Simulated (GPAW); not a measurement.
# La L₃ ELNES/XANES of La2O3 (P-3m1) from DFT, part 2 of 2

Aim: the dependence of the La L₃ near-edge features of La2O3 (P-3m1) on volume.

GPAW 26.7.0; X-ray absorption from dipole matrix elements to empty bands, plane-wave PAW LDA.

So far. Step 8 (Spectrum with FCH, La atom 1): Against the first run the r.m.s. difference is 5 %. The highest intensity below 24 eV goes from 2.0 eV (2.80) to 2.2 eV (2.71). Step 10 (Spectrum with FCH, La atom 1): The scaled spectrum changes by 5 % r.m.s. The highest intensity below 24 eV goes from 2.0 eV (2.80) to 1.8 eV (2.89).

**12. Spectrum with FCH, La atom 1**

Changed against the first core-hole run: volume scale from 1 to 1.06.

Contents of xas.py:

```python
import numpy as np
from ase import Atoms
from ase.parallel import parprint, paropen
from gpaw import GPAW, PW, FermiDirac, Mixer, MixerDif, setup_paths
from gpaw.test import gen
setup_paths.insert(0, '.')
gen('La', name='fch2p', xcname='LDA', corehole=(2, 1, 1), write_xml=True)
from gpaw.mpi import world
world.barrier()

atoms = Atoms('La6O9',
    cell=[[-6.01180729, 3.47091856, 0],
     [-6.01180729, -3.47091856, 0],
     [4.00787153, 0, 6.23182618]],
    scaled_positions=[[0.41541189, 0.74874523, 0.24623568],
     [0.74874523, 0.08207856, 0.24623568],
     [0.08207856, 0.41541189, 0.24623568],
     [0.25125477, 0.91792144, 0.75376432],
     [0.58458811, 0.25125477, 0.75376432],
     [0.91792144, 0.58458811, 0.75376432],
     [0, 0, 0],
     [0.33333333, 0.33333333, 0],
     [0.66666667, 0.66666667, 0],
     [0.54863022, 0.88196355, 0.64589065],
     [0.88196355, 0.21529688, 0.64589065],
     [0.21529688, 0.54863022, 0.64589065],
     [0.11803645, 0.78470312, 0.35410935],
     [0.45136978, 0.11803645, 0.35410935],
     [0.78470312, 0.45136978, 0.35410935]],
    pbc=True)
atoms.calc = calc = GPAW(legacy_gpaw=True, mode=PW(500, force_complex_dtype=True), xc='LDA', setups={0: 'fch2p'},
    kpts={'size': (3, 3, 3), 'gamma': True}, occupations=FermiDirac(0.02),
    charge=0, mixer=Mixer(0.1, 5, 50), maxiter=150,
    convergence={'density': 0.0001, 'eigenstates': 1e-6}, txt='scf.txt')
energy = atoms.get_potential_energy() + calc.get_reference_energy()
ef = calc.get_fermi_level()
out = dict(energy=energy, fermi=ef, forces=atoms.get_forces().tolist())
parprint(f'all-electron energy {energy:.4f} eV, Fermi level {ef:.4f} eV')
ev = np.array([[calc.get_eigenvalues(k, s) for k in range(len(calc.get_ibz_k_points()))] for s in range(calc.get_number_of_spins())])
out['homo'], out['lumo'], out['counts'] = ev[ev < ef].max(), ev[ev > ef].min(), sorted(set((ev < ef).sum((0, 2)).tolist()))
out['filled'] = (ev[:, 0] < ef).sum(1).tolist()

from ase.units import Ha
from gpaw.xas import dipole_matrix_elements
nb = int(calc.get_number_of_electrons() / 2) + 187
top, nb = nb, nb + 8 + nb // 12
nscf = calc.fixed_density(kpts={'size': (4, 4, 4), 'gamma': True}, nbands=nb,
    convergence={'bands': top, 'eigenstates': 5e-3}, maxiter=60, txt='nscf.txt')
cell = atoms.cell.array
ops = [cell.T @ U.T @ np.linalg.inv(cell.T) for U in nscf.wfs.kd.symmetry.op_scc]
filled = [60]  # bands filled in the ground state, by spin
E = np.arange(-6, 34, 0.1)
fwhm = np.interp(E, [4, 25], [3.41, 3.5])
Y, X, zero, highest = 0, 0, 1e9, 1e9
for spin in range(nscf.get_number_of_spins()):
    wfs = nscf.wfs
    mine = wfs.bd.get_slice()  # this rank's bands
    A = dipole_matrix_elements(wfs.setups[0])
    eps = np.zeros((wfs.kd.nibzkpts, nb))
    d = np.zeros((3, A.shape[1], wfs.kd.nibzkpts, nb), complex)
    for kpt in wfs.kpt_u:
        if kpt.s == spin and 0 in kpt.P_ani:
            eps[kpt.k, mine] = kpt.eps_n * Ha
            d[:, :, kpt.k, mine] = (kpt.weight * wfs.nspins / 2) ** 0.5 * np.inner(A, kpt.P_ani[0])
    world.sum(eps)
    world.sum(d)
    T = np.einsum('amkn,bmkn->abkn', d, d.conj()).real
    T = sum(np.einsum('ai,ijkn,bj->abkn', R, T, R) for R in ops) / len(ops)
    empty = np.ones_like(eps, bool) & (np.arange(nb) >= filled[spin])
    zero, highest = min(zero, eps[empty].min()), min(highest, eps[:, top - 1].min())
    lines = [(eps, T, empty)] if spin == 0 else lines + [(eps, T, empty)]
for eps, T, empty in lines:
    f = np.einsum('aakn->akn', T).reshape(3, -1)
    x = eps.ravel() - zero
    w = np.interp(x, E, fwhm) / 2.35482
    g = np.exp(-0.5 * ((E[:, None] - x) / w) ** 2) / (w * (2 * np.pi) ** 0.5)
    Y = Y + (f * empty.ravel()) @ g.T
    X = X + (f * ~empty.ravel()) @ g.T
out.update(E=E.round(2).tolist(), xas=Y.tolist(), xes=X.tolist(), zero=zero, valid=highest - zero, nk=len(eps), nb=nb)
for i in range(0, len(E), 10):
    parprint(f'{E[i]:7.2f}', *(f'{v:10.3e}' for v in Y[:, i]))
import json
with paropen('out.json', 'w') as f:
    json.dump(out, f)
```

The run is started by

```
$ OMP_NUM_THREADS=1 mpirun -n 4 gpaw python xas.py
```

Elapsed: 5 min, on 4 MPI ranks of AMD EPYC 7B13 (Zen 3), shared host; peak memory 0.89 GiB.

```csv
E (eV),first run,this run
-2.0,0.40,0.47
-1.0,1.04,1.20
0.0,1.87,2.14
1.0,2.54,2.83
2.0,2.80,2.96
3.0,2.59,2.54
4.0,2.02,1.83
5.0,1.37,1.17
6.0,0.85,0.70
7.0,0.51,0.43
8.0,0.36,0.33
9.0,0.32,0.33
10.0,0.35,0.38
11.0,0.42,0.44
12.0,0.48,0.50
13.0,0.53,0.56
14.0,0.58,0.60
15.0,0.61,0.62
16.0,0.62,0.62
17.0,0.62,0.62
18.0,0.61,0.61
19.0,0.60,0.59
20.0,0.58,0.55
21.0,0.54,0.52
22.0,0.50,0.51
23.0,0.49,0.52
24.0,0.49,0.53
25.0,0.50,0.55
26.0,0.52,0.59
27.0,0.56,0.64
28.0,0.61,0.71
29.0,0.68,0.78
30.0,0.75,0.83
```

The scaled spectrum changes by 9 % r.m.s. The highest intensity below 24 eV goes from 2.0 eV (2.80) to 1.8 eV (2.98).

The photon energy of the zero moves by +0.25 eV.

**13. The volumes side by side**

```csv
volume,nearest distance (Å),shift of the zero (eV),maximum 1 (eV above own zero),maximum 2 (eV above own zero)
0.94,2.315,-0.30,2.6,16.8
0.97,2.339,-0.14,2.2,16.4
1,2.363,+0.00,2.0,16.2
1.03,2.387,+0.13,1.8,15.8
1.06,2.410,+0.25,1.8,15.6
```

The curves, each shifted by its zero's change so that they share one photon-energy axis, counted from the zero at V × 1:

```csv
E (eV),V × 0.94,V × 0.97,V × 1,V × 1.03,V × 1.06
-2.0,0.47,0.43,0.40,0.38,0.35
-1.0,1.10,1.07,1.04,1.01,0.99
0.0,1.82,1.85,1.87,1.89,1.91
1.0,2.36,2.45,2.54,2.62,2.70
2.0,2.61,2.70,2.80,2.89,2.98
3.0,2.49,2.54,2.59,2.63,2.68
4.0,2.03,2.02,2.02,2.01,2.02
5.0,1.42,1.39,1.37,1.34,1.32
6.0,0.91,0.88,0.85,0.82,0.80
7.0,0.56,0.53,0.51,0.50,0.48
8.0,0.37,0.36,0.36,0.35,0.35
9.0,0.32,0.32,0.32,0.32,0.33
10.0,0.34,0.35,0.35,0.36,0.37
11.0,0.40,0.41,0.42,0.42,0.43
12.0,0.47,0.48,0.48,0.48,0.49
13.0,0.52,0.53,0.53,0.54,0.54
14.0,0.56,0.57,0.58,0.58,0.59
15.0,0.60,0.60,0.61,0.61,0.61
16.0,0.62,0.62,0.62,0.62,0.62
17.0,0.62,0.62,0.62,0.62,0.62
18.0,0.61,0.61,0.61,0.61,0.61
19.0,0.60,0.60,0.60,0.60,0.60
20.0,0.59,0.59,0.58,0.57,0.56
21.0,0.56,0.55,0.54,0.53,0.53
22.0,0.52,0.51,0.50,0.51,0.51
23.0,0.49,0.49,0.49,0.50,0.52
24.0,0.48,0.48,0.49,0.51,0.52
25.0,0.47,0.48,0.50,0.52,0.54
26.0,0.47,0.49,0.52,0.54,0.57
27.0,0.49,0.52,0.56,0.59,0.63
28.0,0.53,0.57,0.61,0.65,0.69
29.0,0.59,0.64,0.68,0.72,0.76
```

**14. Results**

| Quantity | Value |
| --- | --- |
| absorber and edge | La L₃, atom 1 of the ground-state input (counted from 1) |
| surroundings | 3 O at 2.36 Å, 1 O at 2.44 Å and 3 O at 2.72 Å (7-fold, site symmetry 3m) |
| highest intensity below 24 eV | 2.0 eV above the zero, height 2.80 |

What this shows: From V × 0.94 to V × 1.06 the nearest distance grows by 0.095 Å and the zero moves by +0.55 eV. Above their own zero, the maxima move from 2.6 to 1.8 eV and from 16.8 to 15.6 eV. The one highest in energy moves most, in the direction that the rule ΔE·R² ≈ constant for scattering resonances gives. The La L₃ edge of atom 1, with 3 O at 2.36 Å, 1 O at 2.44 Å and 3 O at 2.72 Å (7-fold, site symmetry 3m), has its highest intensity of the first 24 eV at 2.0 eV above the zero, 2.8 times the mean level of the first 20 eV (Gaussian full width 3.41 eV up to 4 eV, rising linearly to 3.5 eV at 25 eV). At the La L₃ edge of atom 1 polarisation matters most near 3.8 eV, where the curves differ by 0.3 on this scale. Only the L₃ part is meant: spin–orbit coupling of the core level isn't computed and the L₂ copy isn't added. The script folds with a Gaussian, whereas the core hole's own line is a Lorentzian, so the onset is too steep and the first peak too high. The structure is a computed Materials Project entry and may be a hypothetical form.

[Logs are printed without paths, hosts, clocks, repeated set-up lines and the standing remarks that a program may print on its own settings, such as how far it seeks lower states.]

[Hosts, paths, dates, database ids (printed as entryN), source tags and the programs' standing remarks are cut or masked in the printed files.]

[Lists of maxima count a maximum above −3 eV only where it reaches 4 % of the highest in the window and stands out from its surroundings by 2 % of it (1.5 % where it reaches 55 %); shoulders and weaker maxima are passed over, and of the rest the first, up to two pre-edge ones and the few strongest are named.]
